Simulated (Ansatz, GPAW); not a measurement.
## Work function of Cl/Ti(0001) at several levels

Wanted: work functions and dipole of Cl/Ti(0001), with the cost of each level.

Main program and level: GPAW 26.7.0 and Ansatz 0.2.0; Ansatz plane waves; slab in vacuum with a dipole correction, relaxation; PAW set soft_1, in the first sound run; inputs show where later runs differ.

### Step 1. The starting structure

The cell holds 5 atoms: 4 Ti and 1 Cl. Cell: a = 2.950 Å, b = 2.950 Å, c = 27.187 Å, α = 90.0°, β = 90.0°, γ = 60.0°. Vacuum lies along c.

### Step 2. Relaxing the atoms

Forces are removed first; all later runs use this geometry. The lowest 2 atoms are held at bulk positions and keep their forces.

The input, input.yaml:

```yaml
crystal:
  lattice:
    - [2.95, 0.0, 0.0]
    - [1.475, 2.5547749412, 0.0]
    - [0.0, 0.0, 27.1872628553]
  atoms:
    - { symbol: Ti, position: [0.6666666667, 0.6666666667, 0.3310373703] }
    - { symbol: Ti, position: [0.0, 0.0, 0.417191685] }
    - { symbol: Ti, position: [0.6666666667, 0.6666666667, 0.5033459997] }
    - { symbol: Ti, position: [0.0, 0.0, 0.5895003144] }
    - { symbol: Cl, position: [0.6666666667, 0.6666666667, 0.6689626297] }
kpoints:
  mp_grid: { grid: [12, 12, 1] }
hamiltonian:
  xc: pbe
  pseudopotentials: { kind: paw, azcp: { folder: soft_1 } }
scf:
  occupations: { method: fermi_dirac, width: 0.1 }
efield:
  axis: 3
  dipole_correction: true
  ramp_width: 0.05
relax:
  f_tol: 0.02
  max_steps: 60
  constraints: [{ sites: [0, 1] }]
output:
  write_potential: true
  write_density: true
  volumetric_format: npy
```

Run with:

```bash
ansatz run input.yaml --threads 4 --pin off --max-ram 8192MiB --backend cpu --events-out ev --progress --plain --runs-dir out
```

Numbers of over 12 decimals in the logs are rounded to 6 here.

Log:

```text
Engine: ansatz 0.2.0, x86_64-unknown-linux-gnu
Pseudopotentials: kind: paw
Pseudopotential: Ti, paw, valence charge 12, recommended cutoff 420 eV (normal), soft_1/Ti.paw.azcp
Pseudopotential: Cl, paw, valence charge 7, recommended cutoff 420 eV (normal), soft_1/Cl.paw.azcp
Functional definition: PBE
  parameter kappa = 0.804
  parameter beta = 0.066725
  exchange = pbe_x(kappa = kappa, mu = beta*pi^2/3)
  correlation = pbe_c(beta = beta)
Crystal: 5 atoms, lattice volume = 204.899 Å³
Basis set: ecut = 420 eV, 3943 PW (Γ), exchange–correlation on 40×40×384 points (8 copies of the dense FFT grid, shifted against one another)
Bands: 33, of which v1, the nominal top of the filled ones, is band 28 counted from 1 (27 counted from 0)
Symmetry: 6 space group operations
Space group: P3m1 (ITA 156), of the structure as read, at distance tolerance 5.9e-5 Å
k-points: 19 of 144 (time reversal used)
Non-local potential: Ti, projectors of the file, l = 0: 3, l = 1: 2, l = 2: 3, l = 3: 1
Non-local potential: Cl, projectors of the file, l = 0: 2, l = 1: 2, l = 2: 1
PAW form: soft (Blöchl's): semilocal exchange-correlation on the pseudo side does not see the compensation charge
PAW one-centre angular grid: Ti, 590 points (default); XC on 64 Gauss nodes
PAW one-centre angular grid: Cl, 110 points (default); XC on 64 Gauss nodes
Initial density: superposition of atomic densities (neutral atoms: chi_scale 0, normalization atom)
Initial wavefunctions: pseudopotential atomic-orbital guess
Functional: x = pbe(κ = 0.804, μ = 0.219515), c = pbe(β = 0.066725)
SCF iter   1: F=—  HF=-11081.210347 eV  |F-HF|=—  |Δ(HF+E_count)|=         —  Δρ=5.05e-2  dr2=6.59e1  ethr=3.10e-3  p=0.000 e·Å  D=6.12e-7 V/Å  ΔV_dip=-0.00 eV  dr2_dipole=7.91e-1  V_vac-E_F(+/−)=7.87/7.87 eV  ⟨swp⟩=9.5  Hψ=3153  notcnv=0
efield: sawtooth ramp at fractional position 0.9750 (placed from the atoms, in the widest stretch of the axis that holds none; the zero of the levels goes with the place), width 0.0500; the density the first Hamiltonian is built on has a dipole p = 0.000 e·Å; the dipole correction subtracts the counter field D = 6.12e-7 V/Å, which shifts the + side's vacuum level by -0.00 eV against the − side's; the planar-averaged density in the ramp window peaks in size at 1.3e-6 e/Å³
preconditioner: auto → LDOS  [metal: Δε(μ)=0.054 eV  Ē_g=3.937 eV  σ=0.100 eV  W_gap=0.13  n_scr=18 (ndim 8)  ℏωp=12.4 eV  f_vac=0.520  D(μ)=6.18/eV (n_scr^D=20)  β→1.0]
SCF iter   2: F=—  HF=-11080.207815 eV  |F-HF|=—  |Δ(HF+E_count)|=    1.00e0  Δρ=4.71e-2  dr2=7.02e1  ethr=3.10e-3  p=-0.125 e·Å  D=-1.10e-1 V/Å  ΔV_dip=3.00 eV  dr2_dipole=2.22e1  V_vac-E_F(+/−)=5.00/2.00 eV  ⟨swp⟩=5.5  Hψ=1925  notcnv=0
SCF iter   3: F=—  HF=-11078.480270 eV  |F-HF|=—  |Δ(HF+E_count)|=    1.73e0  Δρ=8.50e-3  dr2=1.40e0  ethr=3.10e-3  p=-0.020 e·Å  D=-1.76e-2 V/Å  ΔV_dip=0.48 eV  dr2_dipole=2.92e-1  V_vac-E_F(+/−)=5.79/5.31 eV  ⟨swp⟩=5.1  Hψ=1737  notcnv=0
SCF iter   4: F=—  HF=-11078.447552 eV  |F-HF|=—  |Δ(HF+E_count)|=   3.27e-2  Δρ=4.28e-3  dr2=2.87e-1  ethr=2.54e-3  p=-0.052 e·Å  D=-4.63e-2 V/Å  ΔV_dip=1.26 eV  dr2_dipole=1.25e-1  V_vac-E_F(+/−)=5.87/4.61 eV  ⟨swp⟩=2.0  Hψ=772  notcnv=0
SCF iter   5: F=—  HF=-11078.442008 eV  |F-HF|=—  |Δ(HF+E_count)|=   5.54e-3  Δρ=1.93e-3  dr2=1.03e-1  ethr=5.22e-4  p=-0.045 e·Å  D=-4.00e-2 V/Å  ΔV_dip=1.09 eV  dr2_dipole=3.55e-2  V_vac-E_F(+/−)=5.62/4.53 eV  ⟨swp⟩=2.0  Hψ=817  notcnv=0
SCF iter   6: F=—  HF=-11078.440415 eV  |F-HF|=—  |Δ(HF+E_count)|=   1.59e-3  Δρ=7.77e-4  dr2=5.95e-3  ethr=1.87e-4  p=-0.052 e·Å  D=-4.59e-2 V/Å  ΔV_dip=1.25 eV  dr2_dipole=1.23e-3  V_vac-E_F(+/−)=5.75/4.51 eV  ⟨swp⟩=2.2  Hψ=726  notcnv=0
SCF iter   7: F=—  HF=-11078.440040 eV  |F-HF|=—  |Δ(HF+E_count)|=   3.75e-4  Δρ=3.35e-4  dr2=5.10e-4  ethr=1.08e-5  p=-0.049 e·Å  D=-4.33e-2 V/Å  ΔV_dip=1.18 eV  dr2_dipole=8.90e-5  V_vac-E_F(+/−)=5.66/4.48 eV  ⟨swp⟩=2.4  Hψ=871  notcnv=0
SCF iter   8: F=—  HF=-11078.440170 eV  |F-HF|=—  |Δ(HF+E_count)|=   1.30e-4  Δρ=1.40e-4  dr2=1.53e-4  ethr=9.27e-7  p=-0.051 e·Å  D=-4.49e-2 V/Å  ΔV_dip=1.22 eV  dr2_dipole=1.57e-5  V_vac-E_F(+/−)=5.66/4.44 eV  ⟨swp⟩=2.6  Hψ=904  notcnv=0
SCF iter   9: F=—  HF=-11078.440185 eV  |F-HF|=—  |Δ(HF+E_count)|=   1.47e-5  Δρ=7.64e-5  dr2=5.10e-5  ethr=2.79e-7  p=-0.052 e·Å  D=-4.56e-2 V/Å  ΔV_dip=1.24 eV  dr2_dipole=4.63e-10  V_vac-E_F(+/−)=5.66/4.42 eV  ⟨swp⟩=2.1  Hψ=815  notcnv=0
SCF iter  10: F=-11078.440188 eV  HF=-11078.440189 eV  |F-HF|=1.54e-6  |Δ(HF+E_count)|=   4.16e-6  Δρ=2.00e-5  dr2=2.57e-6  ethr=1.82e-8  p=-0.052 e·Å  D=-4.61e-2 V/Å  ΔV_dip=1.25 eV  dr2_dipole=8.52e-7  V_vac-E_F(+/−)=5.66/4.41 eV  ⟨swp⟩=13.8  Hψ=6664  notcnv=0
SCF 1 converged in 10 iterations: F = -11078.440188 eV  dr2 = 2.57e-6
  greatest PAW one-centre occupation: 0.999 electrons in one spin orbital (limit 2), on the Ti atom at site 2 (counted from 0), in its partial waves of l = 0
relax step   1: F+E_penalty+E_count = -11078.44018758 eV  Δ(F+E_penalty+E_count) = +0.000e0 eV  max|allowed force component| = 2.690e0 eV/Å  Δτ_max = 0.0000 Å  (10 SCF iters, dr2 threshold 1.00e-5 eV, accepted)
Initial density: handed on by an earlier stage of this run
Initial wavefunctions: those handed on with the density
SCF iter   1: F=—  HF=-11079.278162 eV  |F-HF|=—  |Δ(HF+E_count)|=         —  Δρ=1.65e-2  dr2=2.34e0  ethr=3.10e-3  p=-0.052 e·Å  D=-4.61e-2 V/Å  ΔV_dip=1.25 eV  dr2_dipole=5.65e-2  V_vac-E_F(+/−)=5.63/4.38 eV  ⟨swp⟩=5.4  Hψ=1760  notcnv=0
efield: sawtooth ramp at fractional position 0.9750 (handed on by an earlier solve), width 0.0500; the density the first Hamiltonian is built on has a dipole p = -0.052 e·Å; the dipole correction subtracts the counter field D = -4.61e-2 V/Å, which shifts the + side's vacuum level by +1.25 eV against the − side's; the planar-averaged density in the ramp window peaks in size at 3.8e-6 e/Å³
preconditioner: auto → LDOS  [metal: Δε(μ)=0.018 eV  Ē_g=4.150 eV  σ=0.100 eV  W_gap=0.04  n_scr=18 (ndim 8)  ℏωp=12.4 eV  f_vac=0.535  D(μ)=7.05/eV (n_scr^D=38)  β→1.0]
SCF iter   2: F=—  HF=-11079.490893 eV  |F-HF|=—  |Δ(HF+E_count)|=   2.13e-1  Δρ=1.59e-2  dr2=2.27e0  ethr=3.10e-3  p=0.089 e·Å  D=7.89e-2 V/Å  ΔV_dip=-2.14 eV  dr2_dipole=3.28e-1  V_vac-E_F(+/−)=2.26/4.41 eV  ⟨swp⟩=3.8  Hψ=1369  notcnv=0
SCF iter   3: F=—  HF=-11079.125154 eV  |F-HF|=—  |Δ(HF+E_count)|=   3.66e-1  Δρ=5.80e-3  dr2=3.69e-1  ethr=3.10e-3  p=0.027 e·Å  D=2.36e-2 V/Å  ΔV_dip=-0.64 eV  dr2_dipole=1.16e-1  V_vac-E_F(+/−)=3.77/4.41 eV  ⟨swp⟩=2.5  Hψ=1026  notcnv=0
[...]
preconditioner: auto → LDOS  [metal: Δε(μ)=0.012 eV  Ē_g=4.409 eV  σ=0.100 eV  W_gap=0.03  n_scr=18 (ndim 8)  ℏωp=12.4 eV  f_vac=0.542  D(μ)=6.98/eV (n_scr^D=38)  β→1.0]
SCF iter   2: F=—  HF=-11079.246546 eV  |F-HF|=—  |Δ(HF+E_count)|=   1.41e-2  Δρ=7.43e-3  dr2=5.30e-1  ethr=2.93e-3  p=0.048 e·Å  D=4.23e-2 V/Å  ΔV_dip=-1.15 eV  dr2_dipole=6.92e-2  V_vac-E_F(+/−)=3.25/4.40 eV  ⟨swp⟩=2.2  Hψ=909  notcnv=0
SCF iter   3: F=—  HF=-11079.160488 eV  |F-HF|=—  |Δ(HF+E_count)|=   8.61e-2  Δρ=1.36e-3  dr2=2.28e-2  ethr=9.63e-4  p=0.008 e·Å  D=7.08e-3 V/Å  ΔV_dip=-0.19 eV  dr2_dipole=1.08e-2  V_vac-E_F(+/−)=4.21/4.40 eV  ⟨swp⟩=2.1  Hψ=1020  notcnv=0
SCF iter   4: F=—  HF=-11079.159843 eV  |F-HF|=—  |Δ(HF+E_count)|=   6.45e-4  Δρ=5.66e-4  dr2=1.74e-3  ethr=4.14e-5  p=0.006 e·Å  D=4.99e-3 V/Å  ΔV_dip=-0.14 eV  dr2_dipole=3.92e-4  V_vac-E_F(+/−)=4.26/4.40 eV  ⟨swp⟩=2.1  Hψ=832  notcnv=0
SCF iter   5: F=—  HF=-11079.159609 eV  |F-HF|=—  |Δ(HF+E_count)|=   2.34e-4  Δρ=1.63e-4  dr2=6.72e-5  ethr=3.17e-6  p=0.004 e·Å  D=3.20e-3 V/Å  ΔV_dip=-0.09 eV  dr2_dipole=5.15e-6  V_vac-E_F(+/−)=4.31/4.40 eV  ⟨swp⟩=3.0  Hψ=969  notcnv=0
SCF iter   6: F=-11079.159638 eV  HF=-11079.159637 eV  |F-HF|=3.61e-7  |Δ(HF+E_count)|=   2.86e-5  Δρ=4.86e-5  dr2=7.05e-6  ethr=1.22e-7  p=0.004 e·Å  D=3.46e-3 V/Å  ΔV_dip=-0.09 eV  dr2_dipole=4.27e-8  V_vac-E_F(+/−)=4.31/4.40 eV  ⟨swp⟩=13.9  Hψ=7191  notcnv=0
SCF 3 converged in 6 iterations: F = -11079.159638 eV  dr2 = 7.05e-6
relax step   3: F+E_penalty+E_count = -11079.15963763 eV  Δ(F+E_penalty+E_count) = -8.761e-2 eV  max|allowed force component| = 1.797e-1 eV/Å  Δτ_max = 0.1944 Å  (6 SCF iters, dr2 threshold 6.82e-5 eV, accepted)
[...]
relax step   4: F+E_penalty+E_count = -11079.16757419 eV  Δ(F+E_penalty+E_count) = -7.937e-3 eV  max|allowed force component| = 3.306e-2 eV/Å  Δτ_max = 0.0938 Å  (7 SCF iters, dr2 threshold 2.02e-6 eV, accepted)
SCF iter   1: F=—  HF=-11079.168017 eV  |F-HF|=—  |Δ(HF+E_count)|=         —  Δρ=1.10e-3  dr2=1.88e-2  ethr=3.21e-4  p=0.003 e·Å  D=2.69e-3 V/Å  ΔV_dip=-0.07 eV  dr2_dipole=6.90e-6  V_vac-E_F(+/−)=4.32/4.40 eV  ⟨swp⟩=2.1  Hψ=987  notcnv=0
efield: sawtooth ramp at fractional position 0.9750 (handed on by an earlier solve), width 0.0500; the density the first Hamiltonian is built on has a dipole p = 0.003 e·Å; the dipole correction subtracts the counter field D = 2.69e-3 V/Å, which shifts the + side's vacuum level by -0.07 eV against the − side's; the planar-averaged density in the ramp window peaks in size at 1.3e-6 e/Å³
preconditioner: auto → LDOS  [metal: Δε(μ)=0.060 eV  Ē_g=4.543 eV  σ=0.100 eV  W_gap=0.15  n_scr=18 (ndim 8)  ℏωp=12.4 eV  f_vac=0.543  D(μ)=6.73/eV (n_scr^D=20)  β→1.0]
SCF iter   2: F=—  HF=-11079.167654 eV  |F-HF|=—  |Δ(HF+E_count)|=   3.64e-4  Δρ=2.93e-4  dr2=4.62e-4  ethr=3.41e-5  p=0.004 e·Å  D=3.58e-3 V/Å  ΔV_dip=-0.10 eV  dr2_dipole=6.68e-5  V_vac-E_F(+/−)=4.31/4.40 eV  ⟨swp⟩=1.0  Hψ=779  notcnv=0
SCF iter   3: F=—  HF=-11079.167641 eV  |F-HF|=—  |Δ(HF+E_count)|=   1.29e-5  Δρ=1.38e-4  dr2=1.10e-4  ethr=8.40e-7  p=0.003 e·Å  D=2.41e-3 V/Å  ΔV_dip=-0.07 eV  dr2_dipole=2.40e-6  V_vac-E_F(+/−)=4.34/4.40 eV  ⟨swp⟩=3.0  Hψ=1375  notcnv=0
SCF iter   4: F=—  HF=-11079.167626 eV  |F-HF|=—  |Δ(HF+E_count)|=   1.47e-5  Δρ=3.90e-5  dr2=1.11e-5  ethr=2.00e-7  p=0.004 e·Å  D=3.11e-3 V/Å  ΔV_dip=-0.08 eV  dr2_dipole=1.30e-6  V_vac-E_F(+/−)=4.32/4.40 eV  ⟨swp⟩=2.4  Hψ=836  notcnv=0
SCF iter   5: F=—  HF=-11079.167755 eV  |F-HF|=—  |Δ(HF+E_count)|=   1.29e-4  Δρ=1.10e-5  dr2=7.24e-7  ethr=2.02e-8  p=0.003 e·Å  D=2.97e-3 V/Å  ΔV_dip=-0.08 eV  dr2_dipole=4.54e-8  V_vac-E_F(+/−)=4.32/4.40 eV  ⟨swp⟩=2.6  Hψ=859  notcnv=0
SCF iter   6: F=-11079.167755 eV  HF=-11079.167755 eV  |F-HF|=8.05e-9  |Δ(HF+E_count)|=   2.36e-7  Δρ=3.48e-6  dr2=7.00e-8  ethr=1.82e-10  p=0.003 e·Å  D=2.99e-3 V/Å  ΔV_dip=-0.08 eV  dr2_dipole=2.23e-8  V_vac-E_F(+/−)=4.32/4.40 eV  ⟨swp⟩=11.8  Hψ=5201  notcnv=0
SCF 5 converged in 6 iterations: F = -11079.167755 eV  dr2 = 7.00e-8
relax step   5: F+E_penalty+E_count = -11079.16775501 eV  Δ(F+E_penalty+E_count) = -1.808e-4 eV  max|allowed force component| = 2.152e-3 eV/Å  Δτ_max = 0.0115 Å  (6 SCF iters, accepted)
NSCF: frozen V_eff on 19 k-points
the band table was solved once a step of the walk had ended and its energy, with any forces and stress, was formed, with the checks that follow a solve (3500 applications of the Hamiltonian). They found nothing against the state; the energy, forces and stress were not computed again (output.eigenvalues in the input reference)
WARN: The input density's exchange-correlation potential varies sharply where the density is thin. Do not read a vacuum level from v_tot or v_xc, or from such a field of the output density. On a cell that repeats whose density bears no net charge and no dipole along the vacuum's axis use v_es (v_loc + v_h of the components); under efield.dipole_correction with no amplitude use v_es + v_field, which holds any external [...]
SCF converged after 6 iterations
Free energy (F): -11079.167755 eV
Harris-Foulkes:  -11079.167755 eV  (|F-HF|=8.05e-9)
Internal energy: -11078.947811 eV  (E = F + TS)
E sigma→0 (E₀):  -11079.057783 eV
Entropy (-TS):   -0.219944 eV (-43.989 meV/atom)
Fermi energy:    2.746592 eV
Dipole field:    D = 0.002793 V/Å  (p = 0.003163 e·Å, saw-weighted, corrected)
Work function:   Φ+ = 4.3254 eV   Φ− = 4.4014 eV
Levels:          The Fermi level and band energies are counted from a zero that moves with the ramp; work functions are not
--- Per-component energies (eV) ---
  E_band       = -1184.380981
  E_kinetic    = 1278.753002
  E_local      = -65895.380536  (includes V_loc(G=0)·N_el)
  E_nonlocal   = 273.853905
  E_hartree    = 32277.270916
  E_xc         = -572.110595
  E_vxc        = -698.378559  (∫ρ·V_xc dr)
  E_paw        = -4827.618864  (= ΣΔE_a)
  E_vpaw       = -697.844744  (= ΣTr[D̂ρ^β])
  E_aug_tail   = -0.000204  (compensation charges beyond the density's cutoff)
  E_efield     = 0.000004  (sawtooth field / dipole correction)
  E_vefield    = 0.064204  (∫n·V_field dr)
  E_ewald      = 26386.284561
  E_smearing   = -0.219944  (= −TS)
  E_closure    = 0.000000  (closes the sum)
  Σ components = -11079.167755   (vs F -11079.167755, Δ=0.00e0)
--- Forces (eV/Å), atoms counted from 1 ---
  atom   1  Ti     0.00000000     0.00000000     0.54641029
  atom   2  Ti     0.00000000    -0.00000000    -0.54747956
  atom   3  Ti     0.00000000     0.00000000     0.00090190
  atom   4  Ti     0.00000000    -0.00000000    -0.00195448
  atom   5  Cl     0.00000000    -0.00000000     0.00215176
  max |Σ_I F_I| component: 2.99e-5 eV/Å
--- Band table (eV; the first three rows and the last of 19) ---
  k-point 0: bands = [... 24 lower, 2.6320, 3.0103, 3.1369, 3.4439, 3.4439, 3.4600, 3.5077, 3.5077, ... 1 higher]
  k-point 1: bands = [... 24 lower, 2.5825, 2.9082, 2.9922, 3.2472, 3.3153, 3.4588, 3.5225, 3.6166, ... 1 higher]
  k-point 2: bands = [... 24 lower, 2.3100, 2.5378, 2.8083, 2.9393, 3.0518, 3.3456, 3.5902, 3.7058, ... 1 higher]
  k-point 18: bands = [... 24 lower, 1.5439, 2.0554, 2.1491, 2.6879, 2.7148, 2.8511, 3.0290, 3.5399, ... 1 higher]
--- Relaxed structure (5 steps of the walk, 5 accepted, 0 SCFs on fresh bases) ---
  F+E_penalty+E_count = -11079.16775501 eV   max|allowed force component| = 2.152e-3 eV/Å
  atoms:
    - { symbol: Ti, position: [0.666667, 0.666667, 0.331037] }
    - { symbol: Ti, position: [-2.22044604937956e-17, -2.22044604937956e-17, 0.417192] }
    - { symbol: Ti, position: [0.666667, 0.666667, 0.504236] }
    - { symbol: Ti, position: [-2.2204460493795607e-17, -2.220446049379559e-17, 0.588501] }
    - { symbol: Cl, position: [0.666667, 0.666667, 0.651876] }
```

The job ended after 12 s (4 threads of Intel Xeon 6975P-C (Granite Rapids), shared host; peak memory 0.63 GiB; 43 s of CPU time).

This run has no spin polarisation although its electron count is odd.

Step by step:

```csv
step,energy less that of the first step (eV),largest force component (eV/Å)
1,0.0000,2.6896
2,-0.6318,1.0450
3,-0.7194,0.1797
4,-0.7274,0.0331
5,-0.7276,0.0022
```

The run keeps the 6 symmetry operations that it works with, so distortions that break them were not tested.

The atoms that moved most (Å):

```csv
atom,dx,dy,dz,length
Cl5,0.000,0.000,-0.465,0.465
Ti4,0.000,0.000,-0.027,0.027
Ti3,0.000,0.000,0.024,0.024
```

The relaxed structure:

```cif
data_structure
_symmetry_space_group_name_H-M 'P 1'
_symmetry_Int_Tables_number 1
_cell_length_a 2.9500
_cell_length_b 2.9500
_cell_length_c 27.1873
_cell_angle_alpha 90.000
_cell_angle_beta 90.000
_cell_angle_gamma 60.000
_cell_volume 204.90
loop_
_atom_site_label
_atom_site_type_symbol
_atom_site_fract_x
_atom_site_fract_y
_atom_site_fract_z
_atom_site_occupancy
Ti1 Ti 0.66667 0.66667 0.33104 1
Ti2 Ti 0.00000 0.00000 0.41719 1
Ti3 Ti 0.66667 0.66667 0.50424 1
Ti4 Ti 0.00000 0.00000 0.58850 1
Cl5 Cl 0.66667 0.66667 0.65188 1
```

Numbers from this step:

```
free energy             : -11079.1678 eV
smearing term TS        : 0.2199 eV
symmetry operations     : 6
upper work function     : 4.325 eV
lower work function     : 4.401 eV
dipole along the normal : 0.003163 e·Å
dipole field            : 0.002793 V/Å
vacuum level above      : 7.072 eV
vacuum level below      : 7.148 eV
```

The electrostatic potential energy of an electron (with the applied field's), less the Fermi level, planar mean oscillates, so the rows of the table below give means over windows of 2.27 Å about each position, cut where the curve ends. Its maxima inside the range that stand out by 2 % of the span (Å: eV): 10.2: -0.183, 12.5: -0.315, 14.9: -0.426, 17.0: -5.12. Its minima: 8.9: -14.0, 11.3: -13.9, 13.7: -13.9, 16.0: -14.2, 17.7: -10.8.

The electrostatic potential energy of an electron (with the applied field's), less the Fermi level, planar mean by z; means over each step:

z (Å), electrostatic potential energy of an electron (with the applied field's), less the Fermi level, planar mean (eV) and a bar from the least value:
```
     1.14        4.4 ##############################
     3.41        4.4 ##############################
     5.68        4.3 ##############################
     7.95       -3.1 ##############
    10.22       -7.0 #####
    12.49       -7.0 ######
    14.76       -7.4 #####
    17.03       -9.6 
    19.30        2.6 ##########################
    21.57        4.3 ##############################
    23.84        4.3 ##############################
    26.11        4.3 ##############################
```

The valence density, planar mean oscillates, so the rows of the table below give means over windows of 2.27 Å about each position, cut where the curve ends. Its maxima inside the range that stand out by 2 % of the span (Å: e/Å³): 9.1: 1.51, 11.3: 1.53, 13.7: 1.53, 16.0: 1.54, 17.6: 0.652. Its minima: 10.2: 0.191, 12.5: 0.186, 14.9: 0.201, 16.9: 0.375.

Table of valence density, planar mean by z; means over each step:

```csv
z (Å),"valence density, planar mean (e/Å³)"
3.41,1.4e-5
5.68,0.00229
7.95,0.399
10.22,0.656
12.49,0.637
14.76,0.691
17.03,0.736
19.30,0.0933
21.57,5.8e-5
```

The relaxation lowered the energy of the cell by 0.728 eV.

[end of part 1 of 3]

[Logs are printed without paths, hosts, clocks, repeated set-up lines and the standing remarks that a program may print on its own settings, such as how far it seeks lower states.]

[Hosts, paths, dates, database ids (printed as entryN), source tags and the programs' standing remarks are cut or masked in the printed files.]
